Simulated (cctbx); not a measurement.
**Which space group?**

Cell: a = 7.9170 Å, b = 7.9170 Å, c = 3.9500 Å, α = 90.00°, β = 90.00°, γ = 90.00°. Expected content of the cell: Tl4 Zr6.

Simulated single-crystal data (cctbx): Ag Kα, λ = 0.56087 Å, to d = 0.77 Å, 95 % of the full sphere, strongest reflection 40000 counts, noise from counting, a 6 % proportional error and a noise floor of 15 counts (s.d.); no absorption.

Tests on the unmerged data give:

```text
2196 reflections to d = 0.771 A
centring   violations  <I/sigma> of those
    A        878 of  1104     11.5
    B        883 of  1101     11.6
    C        881 of  1111     11.3
    I        909 of  1097     11.9
    R       1195 of  1452     11.8
    F       1321 of  1658     11.5
Laue class    unique    Rint  (classes that these axes allow; Friedel mates merged)
P -1             1154   0.038
P 1 2/m 1         625   0.044
P 1 1 2/m         663   0.043
P 2/m 1 1         625   0.046
P m m m           379   0.048
P 4/m             334   0.048
P 4/m m m         207   0.050
space group    extra absences  I>4sigma  <I/sigma>
P 4 2 2                 0          0         -  acentric
P 4 21 2               20          0      -0.1  acentric
P 4 m m                 0          0         -  acentric
P 4 b m               155          0      -0.1  acentric
P -4 2 m                0          0         -  acentric
P -4 21 m              20          0      -0.1  acentric
P -4 m 2                0          0         -  acentric
P -4 b 2              155          0      -0.1  acentric
P 4/m m m               0          0         -  centric
P 4/m b m             155          0      -0.1  centric
Wilson B = 0.42 A^2   <|E^2-1|> = 0.758 (0.968 centric, 0.736 acentric)   E^2>4: 0.5 %
shell (A)         n   <I/sigma>
 7.92 - 1.54     36     28.2
 1.54 - 1.22     27     34.8
 1.22 - 1.07     25     33.7
 1.07 - 0.97     23     34.3
 0.97 - 0.90     24     39.2
 0.90 - 0.85     23     39.1
 0.85 - 0.81     18     41.2
 0.81 - 0.77     31     31.1
```

Q: Read the symmetry from these tables.

Every centring test has many violations, so the lattice is primitive.

Rint stays low (0.038 to 0.050) up to P 4/m m m, the highest class in these axes.

10 settings pass the absence test. The most absences obeyed, 155, belong to P 4 b m, P -4 b 2 and P 4/m b m, which absences can't tell apart.

⟨|E²−1|⟩ = 0.758 leans to a non-centrosymmetric structure. Here that hint misleads: the statistic assumes many like atoms on general positions, and few, heavy or special-position atoms break it. The Wilson B of 0.42 Å² means U ≈ 0.0053 Å².

The true group is P4/mbm (no. 127), Laue class 4/mmm, centrosymmetric. The tables only narrow the choice to the tied entries; cell content, site symmetry and trial solutions must settle it.

This is a model crystal, built by substitution and not relaxed, with assumed displacement parameters.

[Logs are printed without paths, hosts, clocks, repeated set-up lines and the standing remarks that a program may print on its own settings, such as how far it seeks lower states.]
